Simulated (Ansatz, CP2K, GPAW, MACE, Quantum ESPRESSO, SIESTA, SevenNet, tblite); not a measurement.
## Finding the fault: GPAW, amorphous Zn12Cd27Se39 (78 atoms)

Program: GPAW 26.7.0, a calculation on a cell of 12 Zn, 27 Cd and 39 Se, 26.7 Å³ an atom.

Input file run.py:

```python
import numpy as np
from ase.io import read
from gpaw import GPAW, FermiDirac

atoms = read("structure.xyz")
atoms.calc = GPAW(
    mode="lcao",
    basis="dzp",
    h=0.2,
    xc="PBE96",
    kpts={"size": (1, 1, 1), "gamma": True},
    occupations=FermiDirac(0.05),
    maxiter=60,
    symmetry={"point_group": False},
    txt="gpaw.txt",
)
energy = atoms.get_potential_energy(force_consistent=True)
forces = atoms.get_forces()
print(f"energy {energy:.6f} eV")
print("forces (eV/A)")
for i, (a, f) in enumerate(zip(atoms, forces)):
    print(f"{i:4d} {a.symbol:2s} {f[0]:10.5f} {f[1]:10.5f} {f[2]:10.5f}")
print(f"Fermi level {atoms.calc.get_fermi_level():.4f} eV")
for k in range(len(atoms.calc.get_ibz_k_points())):
    for s in range(atoms.calc.get_number_of_spins()):
        e = atoms.calc.get_eigenvalues(kpt=k, spin=s)
        n = np.searchsorted(e, atoms.calc.get_fermi_level())
        print(f"k {k} spin {s} levels about the Fermi level:", np.round(e[max(n - 6, 0):n], 4).tolist(), "|", np.round(e[n:n + 6], 4).tolist())
```

Input file structure.xyz:

```xyz
78
Lattice="12.77450 0.00000 0.00000 0.00000 12.77450 0.00000 0.00000 0.00000 12.77450" Properties=species:S:1:pos:R:3 pbc="T T T"
Zn 9.02378 9.53859 4.57531
Zn 6.84764 4.45511 11.18765
Zn 9.72535 1.31284 10.14334
Zn 6.92020 0.79432 3.75902
Zn 2.48311 5.62410 8.14873
Zn 0.14882 3.88102 11.40265
Zn 10.33904 0.50970 5.53034
Zn 6.50695 0.55710 12.45641
Zn 5.85340 10.45631 2.40620
Zn 5.10814 3.73450 1.90315
[... 64 atom lines left out ...]
Se 7.87420 6.69716 11.65213
Se 2.07279 9.33279 5.41192
Se 12.49819 11.33430 2.31793
Se 0.74373 10.28232 12.24270
```

Run with:

```sh
$ OMP_NUM_THREADS=1 python run.py > output.txt
```

Output:

```text
ValueError: not enough values to unpack (expected 2, got 1)
NameError: Unknown functional: PBE96.
```

gpaw.txt:

```text
Input parameters:
  mode=LCAO(),
  basis={'default': 'dzp'},
  h=0.2,
  kpts=MonkhorstPack(size=(1, 1, 1), gamma=True),
  maxiter=60,
  occupations=Occupations(name='fermi-dirac', width=0.05, fixmagmom=False),
  symmetry=Symmetry(point_group=False),
  xc=XC(name='PBE96')
timing:  # [seconds]
  Total: 0.024  # ━━━━━━━━━━━━━━━━━━━━━━━━━━━━━━━━━━━━━━━━━━━━━━━━━━━━━━━━━━━
  Init:  0.005  # ━━━━━━━━━━━━━
```

It took 1 s on 1 thread of Arm Neoverse V2, shared host; peak memory 0.15 GiB.

Banners, paths, timers and routine set-up lines are dropped from the logs unmarked, and long logs keep their key lines alone; longer cuts are marked.

Q: Find the fault and mend it.

An unknown functional: functional PBE96.

The program stopped at the start.

[Also dropped from logs without a mark: logging warnings of Python, and SIESTA's first energy breakdown and zero terms.]

[Logs are printed without paths, hosts, clocks, repeated set-up lines and the standing remarks that a program may print on its own settings, such as how far it seeks lower states.]

[Hosts, paths, dates, database ids (printed as entryN), source tags and the programs' standing remarks are cut or masked in the printed files.]
